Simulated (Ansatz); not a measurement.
# MgCu2Se2: relaxing a made-up structure

Starting from a made-up structure for MgCu2Se2, the aim is the relaxed cell, its shortest contacts and, where a second run follows, its electronic structure.

Method: DFT, PBE, plane-wave PAW, files of the set soft_1, scalar-relativistic, ferromagnetic start, cell and ions relaxed at zero pressure; PAW set soft_1, in Ansatz 0.2.0.

## Step 1: Starting point

The structure is tetragonal, space group I4/mmm (No. 139). The conventional cell has a = 3.718 Å, b = 3.718 Å, c = 12.044 Å, α = 90.00°, β = 90.00°, γ = 90.00°. Se has 4 Cu at 2.26 Å and 4 Mg at 3.14 Å nearest. Nearest to Cu lie 4 Se at 2.26 Å. Nearest to Mg lie 8 Se at 3.14 Å. Farther neighbours and most contacts between anions are not listed.

## Step 2: Relaxing cell and atoms

The guess takes its coordinates from another compound and its volume from a rule, so the cell and any free coordinates are relaxed together.

Input file input.yaml:

```yaml
crystal:
  lattice:
    - [-1.859, 1.859, 6.022]
    - [1.859, -1.859, 6.022]
    - [1.859, 1.859, -6.022]
  atoms:
    - { symbol: Se, position: [0.3567, 0.3567, 0.0] }
    - { symbol: Se, position: [0.6433, 0.6433, 0.0] }
    - { symbol: Cu, position: [0.25, 0.75, 0.5], spin: 0.6 }
    - { symbol: Cu, position: [0.75, 0.25, 0.5], spin: 0.6 }
    - { symbol: Mg, position: [0.0, 0.0, 0.0] }
magnetization:
  spin_polarized: true
kpoints:
  mp_grid: { grid: [10, 10, 10] }
scf:
  occupations: { method: fermi_dirac, width: 0.05 }
hamiltonian:
  xc: pbe
  pseudopotentials: { kind: paw, azcp: { folder: soft_1 } }
relax:
  f_tol: 0.015
  max_steps: 70
  cell: {}
output:
  forces: true
  stress: true
```

Run with:

```sh
> ansatz run input.yaml --threads 4 --pin off --max-ram 10240MiB --backend cpu --events-out ev --progress --plain --runs-dir out
```

Numbers of over 12 decimals in the logs are rounded to 6 here.

Output:

```text
basis.fft_grid_basis auto: the FFT boxes are laid along the combinations [[1, 0, 1], [0, 1, 1], [0, 0, 1]] of the cell's own vectors, 3.718, 3.718 and 6.571 Å long. The dense box has 25×25×45 points. Along the cell's own vectors, as sized, it would have 45×45×45, 3.24 times as many. Of the 16 symmetry operations that the crystal satisfies within crystal.symmetry.tolerance (time reversal apart; of a slab, those that k [...]
Engine: ansatz 0.2.0, aarch64-unknown-linux-gnu
Pseudopotentials: kind: paw
Pseudopotential: Se, paw, valence charge 16, recommended cutoff 420 eV (normal), soft_1/Se.paw.azcp
Pseudopotential: Cu, paw, valence charge 19, recommended cutoff 420 eV (normal), soft_1/Cu.paw.azcp
Pseudopotential: Mg, paw, valence charge 10, recommended cutoff 420 eV (normal), soft_1/Mg.paw.azcp
Functional definition: PBE
  parameter kappa = 0.804
  parameter beta = 0.066725
  exchange = pbe_x(kappa = kappa, mu = beta*pi^2/3)
  correlation = pbe_c(beta = beta)
Crystal: 5 atoms, lattice volume = 83.245 Å³
Basis set: ecut = 420 eV, 1609 PW (Γ), FFT grids on a1+a3, a2+a3, a3, exchange–correlation on 50×50×90 points (8 copies of the dense FFT grid, shifted against one another)
Bands: 49, of which v1, the nominal top of the filled ones, is band 40 counted from 1 (39 counted from 0)
Symmetry: 16 space group operations
Space group: I4/mmm (ITA 139), of the structure as read, at distance tolerance 4.4e-5 Å
Magnetic group: BNS 139.531 (UNI 1191), of the structure as read, at distance tolerance 4.4e-5 Å
k-points: 102 of 1000
Non-local potential: Se, projectors of the file, l = 0: 2, l = 1: 2, l = 2: 3, l = 3: 1
Non-local potential: Cu, projectors of the file, l = 0: 3, l = 1: 2, l = 2: 3, l = 3: 1
Non-local potential: Mg, projectors of the file, l = 0: 3, l = 1: 2, l = 2: 1
PAW form: soft (Blöchl's): semilocal exchange-correlation on the pseudo side does not see the compensation charge
PAW one-centre angular grid: Se, 590 points (default); XC on 64 Gauss nodes
PAW one-centre angular grid: Cu, 590 points (default); XC on 64 Gauss nodes
PAW one-centre angular grid: Mg, 110 points (default); XC on 64 Gauss nodes
Initial density: superposition of atomic densities (chi_scale 0.1, normalization cell, long waves kept (reshape's long-wave potential 0.05 eV rms))
Starting moments: Σ|m| = 1.2 μB on 2 of 5 sites
Initial wavefunctions: pseudopotential atomic-orbital guess
Functional: x = pbe(κ = 0.804, μ = 0.219515), c = pbe(β = 0.066725)
SCF iter   1: F=—  HF=-26112.351252 eV  |F-HF|=—  |Δ(HF+E_count)|=         —  Δρ=6.64e-2 (↑6.64e-2 ↓2.45e-2)  dr2=2.83e0  dr2_m=1.09e0  M=0.232 μB ∫|m|=0.303 μB  β_m=0.30  ethr=3.10e-3  ⟨swp⟩=6.1  Hψ=35015  notcnv=0  defer=10
preconditioner: auto → Kerker (q_TF=auto, 2.710 Å⁻¹)  [metal: Δε(μ)=0.005 eV  Ē_g=9.797 eV  σ=0.050 eV  W_gap=0.02  n_scr=32 (ndim 8)  ℏωp=24.4 eV  f_vac=0.000  D(μ)=2.28/eV (n_scr^D=12)]
spin=Collinear: Kerker preconditioning applied to the charge; magnetization (m = ρ↑ − ρ↓) channel mixes plain (no charge-response kernel on spin).
SCF iter   2: F=—  HF=-26112.156825 eV  |F-HF|=—  |Δ(HF+E_count)|=   1.94e-1  Δρ=3.55e-2 (↑3.55e-2 ↓3.34e-2)  dr2=5.36e-1  dr2_m=7.24e-1  M=0.122 μB ∫|m|=0.190 μB  β_m=0.30  ethr=3.10e-3  ⟨swp⟩=2.0  Hψ=14903  notcnv=0  defer=524
SCF iter   3: F=—  HF=-26112.091025 eV  |F-HF|=—  |Δ(HF+E_count)|=   6.58e-2  Δρ=3.12e-2 (↑3.12e-2 ↓1.91e-2)  dr2=3.80e-1  dr2_m=3.97e-1  M=0.099 μB ∫|m|=0.158 μB  β_m=0.30  ethr=6.70e-4  ⟨swp⟩=2.3  Hψ=12925  notcnv=0  defer=527
SCF iter   4: F=—  HF=-26112.027096 eV  |F-HF|=—  |Δ(HF+E_count)|=   6.39e-2  Δρ=1.82e-2 (↑1.73e-2 ↓1.82e-2)  dr2=2.53e-2  dr2_m=2.35e-1  M=0.060 μB ∫|m|=0.117 μB  β_m=0.30  ethr=4.75e-4  ⟨swp⟩=2.6  Hψ=16188  notcnv=0  defer=536
SCF iter   5: F=—  HF=-26112.054913 eV  |F-HF|=—  |Δ(HF+E_count)|=   2.78e-2  Δρ=1.68e-2 (↑9.84e-3 ↓1.68e-2)  dr2=4.20e-2  dr2_m=1.34e-1  M=0.043 μB ∫|m|=0.090 μB  β_m=0.30  ethr=3.16e-5  ⟨swp⟩=2.0  Hψ=19743  notcnv=0  defer=545
SCF iter   6: F=—  HF=-26112.065398 eV  |F-HF|=—  |Δ(HF+E_count)|=   1.05e-2  Δρ=1.25e-2 (↑7.48e-3 ↓1.25e-2)  dr2=2.47e-2  dr2_m=7.52e-2  M=0.033 μB ∫|m|=0.072 μB  β_m=0.30  ethr=3.16e-5  ⟨swp⟩=2.0  Hψ=13307  notcnv=0  defer=545
SCF iter   7: F=—  HF=-26112.062473 eV  |F-HF|=—  |Δ(HF+E_count)|=   2.92e-3  Δρ=7.85e-3 (↑7.04e-3 ↓7.85e-3)  dr2=3.31e-3  dr2_m=4.21e-2  M=0.026 μB ∫|m|=0.058 μB  β_m=0.30  ethr=3.09e-5  ⟨swp⟩=1.7  Hψ=10874  notcnv=0  defer=545
SCF iter   8: F=—  HF=-26112.063690 eV  |F-HF|=—  |Δ(HF+E_count)|=   1.22e-3  Δρ=6.76e-3 (↑6.76e-3 ↓4.40e-3)  dr2=2.17e-3  dr2_m=2.36e-2  M=0.020 μB ∫|m|=0.047 μB  β_m=0.30  ethr=4.14e-6  ⟨swp⟩=2.0  Hψ=17827  notcnv=0  defer=545
Mixer restart at iter 8: flushing history
spin-set hold released at iteration 8 (site moments contracting): the magnetisation degrees of freedom join the quasi-Newton model from the next iteration; the mixer history was flushed
SCF iter   9: F=—  HF=-26112.065663 eV  |F-HF|=—  |Δ(HF+E_count)|=   1.97e-3  Δρ=5.06e-3 (↑5.06e-3 ↓3.36e-3)  dr2=1.19e-3  dr2_m=1.35e-2  M=0.015 μB ∫|m|=0.038 μB  β_m=0.65  ethr=2.72e-6  ⟨swp⟩=1.5  Hψ=10383  notcnv=0  defer=545
SCF iter  10: F=—  HF=-26112.068101 eV  |F-HF|=—  |Δ(HF+E_count)|=   2.44e-3  Δρ=9.19e-4 (↑9.19e-4 ↓9.09e-4)  dr2=2.05e-3  dr2_m=3.71e-6  M=-0.000 μB ∫|m|=0.005 μB  β_m=0.53  ethr=1.48e-6  ⟨swp⟩=2.0  Hψ=15158  notcnv=0  defer=545
SCF iter  11: F=—  HF=-26112.067704 eV  |F-HF|=—  |Δ(HF+E_count)|=   3.97e-4  Δρ=2.30e-4 (↑2.30e-4 ↓1.86e-4)  dr2=3.32e-5  dr2_m=4.66e-6  M=-0.000 μB ∫|m|=0.004 μB  β_m=0.54  ethr=1.48e-6  ⟨swp⟩=2.0  Hψ=17604  notcnv=0  defer=544
SCF iter  12: F=—  HF=-26112.067745 eV  |F-HF|=—  |Δ(HF+E_count)|=   4.11e-5  Δρ=1.31e-4 (↑8.02e-5 ↓1.31e-4)  dr2=8.49e-6  dr2_m=1.58e-6  M=-0.000 μB ∫|m|=0.003 μB  β_m=0.77  ethr=4.15e-8  ⟨swp⟩=2.0  Hψ=17794  notcnv=0  defer=542
SCF iter  13: F=—  HF=-26112.067780 eV  |F-HF|=—  |Δ(HF+E_count)|=   3.51e-5  Δρ=1.24e-4 (↑5.63e-5 ↓1.24e-4)  dr2=1.58e-5  dr2_m=1.07e-6  M=-0.000 μB ∫|m|=0.002 μB  β_m=0.89  ethr=1.06e-8  ⟨swp⟩=2.2  Hψ=16657  notcnv=0  defer=542
SCF iter  14: F=—  HF=-26112.067782 eV  |F-HF|=—  |Δ(HF+E_count)|=   1.33e-6  Δρ=1.49e-5 (↑9.89e-6 ↓1.49e-5)  dr2=4.75e-7  dr2_m=4.48e-8  M=-0.000 μB ∫|m|=0.001 μB  β_m=0.73  ethr=1.06e-8  ⟨swp⟩=2.0  Hψ=15614  notcnv=0  defer=542
SCF iter  15: F=—  HF=-26112.067781 eV  |F-HF|=—  |Δ(HF+E_count)|=   7.27e-7  Δρ=5.08e-6 (↑4.26e-6 ↓5.08e-6)  dr2=1.03e-7  dr2_m=9.16e-9  M=-0.000 μB ∫|m|=0.000 μB  β_m=0.86  ethr=5.94e-10  ⟨swp⟩=2.0  Hψ=15778  notcnv=0  defer=542
[...]
relax step   4: F+E_penalty+E_count = -26113.85089520 eV  Δ(F+E_penalty+E_count) = -9.301e-2 eV  max|allowed force component| = 9.096e-3 eV/Å  Δτ_max = 0.0596 Å  P = -0.559 GPa  Ω = 91.194 Å³  energy of the carried Pulay correction = -3.514e-3 eV  (9 SCF iters, dr2 threshold 5.00e-7 eV, accepted)
[...]
relax step   5: F+E_penalty+E_count = -26113.85291466 eV  Δ(F+E_penalty+E_count) = -2.019e-3 eV  max|allowed force component| = 7.230e-2 eV/Å  Δτ_max = 0.0137 Å  P = -0.119 GPa  Ω = 90.300 Å³  energy of the carried Pulay correction = -3.135e-3 eV  (6 SCF iters, dr2 threshold 5.00e-7 eV, accepted)
[...]
relax step   6: F+E_penalty+E_count = -26113.85354875 eV  Δ(F+E_penalty+E_count) = -6.341e-4 eV  max|allowed force component| = 2.629e-2 eV/Å  Δτ_max = 0.0081 Å  P = +0.136 GPa  Ω = 90.143 Å³  energy of the carried Pulay correction = -3.068e-3 eV  (8 SCF iters, dr2 threshold 3.27e-7 eV, accepted)
[...]
relax step   7: F+E_penalty+E_count = -26113.85364029 eV  Δ(F+E_penalty+E_count) = -9.153e-5 eV  max|allowed force component| = 9.614e-5 eV/Å  Δτ_max = 0.0015 Å  P = -0.000 GPa  Ω = 90.282 Å³  energy of the carried Pulay correction = -3.127e-3 eV  (8 SCF iters, dr2 threshold 8.83e-8 eV, accepted)
[...]
relax step   8: F+E_penalty+E_count = -26113.85819106 eV  Δ(F+E_penalty+E_count) = -4.551e-3 eV  max|allowed force component| = 1.942e-3 eV/Å  Δτ_max = 0.0000 Å  P = +0.059 GPa  Ω = 90.282 Å³  stress off target by 1.96e-1 GPa  SCF on the basis re-selected at this cell (its energy is not comparable with the rows above)  (11 SCF iters)
[...]
relax step   9: F+E_penalty+E_count = -26113.85826230 eV  Δ(F+E_penalty+E_count) = -7.125e-5 eV  max|allowed force component| = 1.686e-3 eV/Å  Δτ_max = 0.0001 Å  P = +0.004 GPa  Ω = 90.332 Å³  energy of the carried Pulay correction = -2.238e-5 eV  (7 SCF iters, dr2 threshold 9.63e-8 eV, accepted)
iter 1 solved again at ethr=5.89e-8 eV; its pass at ethr=3.10e-3 eV (dr2=4.71e-5 eV) is discarded
SCF iter   1: F=—  HF=-26113.857921 eV  |F-HF|=—  |Δ(HF+E_count)|=         —  Δρ=1.06e-4 (↑1.06e-4 ↓1.06e-4)  dr2=8.72e-7  dr2_m=2.74e-12  M=-0.000 μB ∫|m|=0.000 μB  β_m=0.30  ethr=5.89e-8  ⟨swp⟩=3.8  Hψ=63990  notcnv=0
preconditioner: auto → Kerker (q_TF=auto, 2.674 Å⁻¹)  [metal: Δε(μ)=0.012 eV  Ē_g=9.022 eV  σ=0.050 eV  W_gap=0.06  n_scr=32 (ndim 8)  ℏωp=23.4 eV  f_vac=0.012  D(μ)=0.87/eV (n_scr^D=2)]
spin=Collinear: Kerker preconditioning applied to the charge; magnetization (m = ρ↑ − ρ↓) channel mixes plain (no charge-response kernel on spin).
SCF iter   2: F=—  HF=-26113.858114 eV  |F-HF|=—  |Δ(HF+E_count)|=   1.93e-4  Δρ=7.49e-5 (↑7.49e-5 ↓7.49e-5)  dr2=4.25e-7  dr2_m=1.40e-12  M=-0.000 μB ∫|m|=0.000 μB  β_m=0.65  ethr=1.09e-9  ⟨swp⟩=2.0  Hψ=13358  notcnv=0
SCF iter   3: F=—  HF=-26113.858303 eV  |F-HF|=—  |Δ(HF+E_count)|=   1.89e-4  Δρ=2.45e-6 (↑2.45e-6 ↓2.45e-6)  dr2=4.74e-9  dr2_m=1.05e-14  M=-0.000 μB ∫|m|=0.000 μB  β_m=0.65  ethr=5.31e-10  ⟨swp⟩=2.0  Hψ=14064  notcnv=0
SCF iter   4: F=—  HF=-26113.858293 eV  |F-HF|=—  |Δ(HF+E_count)|=   9.84e-6  Δρ=1.45e-6 (↑1.44e-6 ↓1.45e-6)  dr2=4.07e-9  dr2_m=2.62e-15  M=-0.000 μB ∫|m|=0.000 μB  β_m=0.65  ethr=5.92e-12  ⟨swp⟩=2.0  Hψ=18210  notcnv=0
SCF iter   5: F=—  HF=-26113.858293 eV  |F-HF|=—  |Δ(HF+E_count)|=   3.54e-9  Δρ=4.41e-7 (↑4.41e-7 ↓4.40e-7)  dr2=6.53e-10  dr2_m=1.08e-15  M=-0.000 μB ∫|m|=0.000 μB  β_m=0.64  ethr=5.08e-12  ⟨swp⟩=2.0  Hψ=17489  notcnv=0
SCF iter   6: F=—  HF=-26113.858293 eV  |F-HF|=—  |Δ(HF+E_count)|=  2.73e-10  Δρ=1.23e-7 (↑1.23e-7 ↓1.23e-7)  dr2=1.28e-10  dr2_m=1.50e-16  M=-0.000 μB ∫|m|=0.000 μB  β_m=0.74  ethr=1.00e-12  ⟨swp⟩=2.1  Hψ=13174  notcnv=0
SCF iter   7: F=-26113.858293 eV  HF=-26113.858293 eV  |F-HF|=2.18e-11  |Δ(HF+E_count)|=  7.28e-12  Δρ=4.95e-8 (↑4.95e-8 ↓4.95e-8)  dr2=2.36e-11  dr2_m=4.89e-18  M=-0.000 μB ∫|m|=0.000 μB  ethr=1.00e-12  ⟨swp⟩=3.3  Hψ=27456  notcnv=0
the starting moments were not kept: the SCF closed with an absolute magnetisation of 2.3e-9 μB, where they sum to 1.2 μB in size (2 sites). That is at most 0.1 of that sum. Measured as dr2_m measures the in/out step, that magnetisation stands 3.7e-19 eV from none, at or under the dr2_threshold of 5.0e-11 eV: it is no larger than a step whose dr2_m would equal this threshold.
SCF 10 converged in 7 iterations: F = -26113.858293 eV  dr2 = 2.36e-11
relax step  10: F+E_penalty+E_count = -26113.85829292 eV  Δ(F+E_penalty+E_count) = -3.061e-5 eV  max|allowed force component| = 1.676e-3 eV/Å  Δτ_max = 0.0000 Å  P = +0.004 GPa  Ω = 90.332 Å³  stress off target by 5.75e-3 GPa  SCF on the basis re-selected at this cell (its energy is not comparable with the rows above)  (7 SCF iters)
basis re-selected at this cell: Δ(F+E_penalty+E_count) = -3.061e-5 eV, ΔP = -0.000 GPa vs the last step (what re-selecting the basis moved, of the pressure what is left beyond the Pulay correction that the steps carried, after the strain that the cell walked since its last selection, with what the two solves' SCF thresholds leave and, on support functions, any second-order correction that the steps lacked; it is no m [...]
SCF converged after 7 iterations
Magnetization: -0.0000 μB (40.0000 up, 40.0000 down)
Absolute magnetization: 0.0000 μB (∫|ρ↑−ρ↓|, with the PAW one-centre terms)
Spin contamination: 0.0000 ħ² per cell (⟨S²⟩ above its minimum at these occupations)
Per-site moments (μB) at R_I (Å): [(1.587787847739889e-10, 1.047069), (1.587784968728588e-10, 1.047069), (4.501241741018789e-11, 1.047069), (4.5012487706390474e-11, 1.047069), (-1.2955823302611794e-10, 1.257621)]
Free energy (F): -26113.858293 eV
Harris-Foulkes:  -26113.858293 eV  (|F-HF|=2.18e-11)
Internal energy: -26113.851496 eV  (E = F + TS)
E sigma→0 (E₀):  -26113.854895 eV
Entropy (-TS):   -0.006797 eV (-1.359 meV/atom)
Fermi energy:    10.734874 eV
--- Per-component energies (eV) ---
  E_band       = -1961.451945
  E_kinetic    = 813.358507
  E_local      = -19156.480185  (includes V_loc(G=0)·N_el)
  E_nonlocal   = 1281.796719
  E_hartree    = 8706.899713
  E_xc         = -333.342220
  E_vxc        = -391.473607  (∫ρ·V_xc dr)
  E_paw        = -8202.128955  (= ΣΔE_a)
  E_vpaw       = -1922.453948  (= ΣTr[D̂ρ^β])
  E_aug_tail   = 0.001018  (compensation charges beyond the density's cutoff)
  E_ewald      = -9223.956094
  E_smearing   = -0.006797  (= −TS)
  E_closure    = 0.000000  (closes the sum)
  Σ components = -26113.858293   (vs F -26113.858293, Δ=0.00e0)
--- Forces (eV/Å), atoms counted from 1 ---
  atom   1  Se     0.00000000    -0.00000000    -0.00167569
  atom   2  Se     0.00000000    -0.00000000     0.00167569
  atom   3  Cu     0.00000000     0.00000000     0.00000000
  atom   4  Cu    -0.00000000     0.00000000     0.00000000
  atom   5  Mg     0.00000000     0.00000000    -0.00000000
  max |Σ_I F_I| component: 2.26e-17 eV/Å
--- Stress (GPa, compression-positive) ---
        0.002758       0.000000       0.000000
        0.000000       0.002758       0.000000
        0.000000       0.000000       0.005752
  P = ⅓ Tr σ = 0.0038 GPa (0.038 kbar)
--- Relaxed structure (8 steps of the walk, 8 accepted, 2 SCFs on fresh bases) ---
  F+E_penalty+E_count = -26113.85829292 eV   max|allowed force component| = 1.676e-3 eV/Å   (the final SCF, on the basis selected at the relaxed cell)
  cell:  # Å, volume = 90.3322 Å³
    - [-1.832935, 1.832935, 6.721844]
    - [1.832935, -1.832935, 6.721844]
    - [1.832935, 1.832935, -6.721844]
  atoms:
    - { symbol: Se, position: [0.380620, 0.380620, 0] }
    - { symbol: Se, position: [0.619380, 0.619380, 0] }
    - { symbol: Cu, position: [0.250000, 0.75, 0.5] }
    - { symbol: Cu, position: [0.75, 0.250000, 0.5] }
    - { symbol: Mg, position: [7.166725793507324e-19, 7.166725793507321e-19, 0] }
```

Run time: 2.2 min. Hardware: 4 threads of Arm Neoverse V1, shared host; peak memory 0.9 GiB.

The steps of the relaxation:

| step | energy less that of the first step (eV) | largest force component (eV/Å) | pressure (GPa) | volume (Å³) |
| --- | --- | --- | --- | --- |
| 1 | 0.0000 | 4.6491 | 22.03 | 83.25 |
| 2 | -1.2891 | 1.7797 | 8.14 | 87.45 |
| 3 | -1.6901 | 0.5593 | 1.58 | 90.85 |
| 4 | -1.7831 | 0.0091 | -0.56 | 91.19 |
| 5 | -1.7851 | 0.0723 | -0.12 | 90.30 |
| 6 | -1.7858 | 0.0263 | 0.14 | 90.14 |
| 7 | -1.7859 | 0.0001 | 0.00 | 90.28 |
| 8* | -1.7904 | 0.0019 | 0.06 | 90.28 |
| 9 | -1.7905 | 0.0017 | 0.00 | 90.33 |
| 10* | -1.7905 | 0.0017 | 0.00 | 90.33 |

Relaxation steps marked * repeat the geometry before them on a plane-wave basis chosen anew for their cell, so energy and pressure can jump there.

The run keeps the 16 symmetry operations that it works with, so distortions that break them were not tested.

| conventional cell, symmetrised | before | after | change |
| --- | --- | --- | --- |
| a (Å) | 3.718 | 3.666 | -1.4 % |
| b (Å) | 3.718 | 3.666 | -1.4 % |
| c (Å) | 12.044 | 13.444 | +11.6 % |
| volume (Å³/atom) | 16.65 | 18.07 | +8.5 % |

The atoms that moved most (Å, as changes of fractional coordinates times the final cell):

| atom | dx | dy | dz | length |
| --- | --- | --- | --- | --- |
| Se2 | 0.000 | 0.000 | -0.322 | 0.322 |
| Se1 | 0.000 | 0.000 | 0.322 | 0.322 |

Final coordinates:

```xyz
5
Lattice="-1.8329 1.8329 6.7218 1.8329 -1.8329 6.7218 1.8329 1.8329 -6.7218" Properties=species:S:1:pos:R:3 pbc="T T T"
Se    0.0000    0.0000    5.1169
Se    0.0000    0.0000    8.3268
Cu    1.8329    0.0000    3.3609
Cu    0.0000    1.8329    3.3609
Mg    0.0000    0.0000    0.0000
```

Numbers from this step:

| Item | Value |
| --- | --- |
| free energy | -26113.8583 eV |
| energy at zero smearing | -26113.8549 eV |
| smearing term TS | 0.006797 eV |
| Fermi energy | 10.73 eV |
| electrons | 80 |
| symmetry operations | 16 |
| pressure | 0.003756 GPa |

The shortest distance of each pair, which need not be the same contact before and after:

| pair | guess (Å) | relaxed (Å) |
| --- | --- | --- |
| Cu–Se | 2.260 | 2.538 |
| Cu–Cu | 2.629 | 2.592 |
| Mg–Se | 3.145 | 3.049 |
| Se–Se | 3.452 | 3.210 |
| Mg–Mg | 3.718 | 3.666 |

The relaxation ends with a largest force component of 0.0017 eV/Å and a pressure of 0.00 GPa. No moment survives the cycle: this start ends non-magnetic.

## Step 3: What came out

```yaml
space_group_relaxed: I4/mmm
conventional_cell: a = 3.666, b = 3.666, c = 13.444 Å; α = 90.0°, β = 90.0°, γ = 90.0°
volume_per_atom: 18.07 Å³ (guess 16.65)
total_moment: 0.00 μB in the cell of 5 atoms
```

MgCu2Se2 relaxes to I4/mmm with a = 3.666, b = 3.666 and c = 13.444 Å. The guessed volume was 8 % too small. The space group I4/mmm was held in the relaxation, so the end point is a stationary structure within it and may be a saddle against distortions or other arrangements. The moments died out from this one start and weren't seeded again at the relaxed cell. Mesh and cutoff weren't tested. A vector of the cell changed its length by 10 %, more than the volume shows. No dispersion term is used, so weakly bound directions may come out too long. Nothing here tests whether the compound is stable against decomposition.

[Logs are printed without paths, hosts, clocks, repeated set-up lines and the standing remarks that a program may print on its own settings, such as how far it seeks lower states.]

[Hosts, paths, dates, database ids (printed as entryN), source tags and the programs' standing remarks are cut or masked in the printed files.]
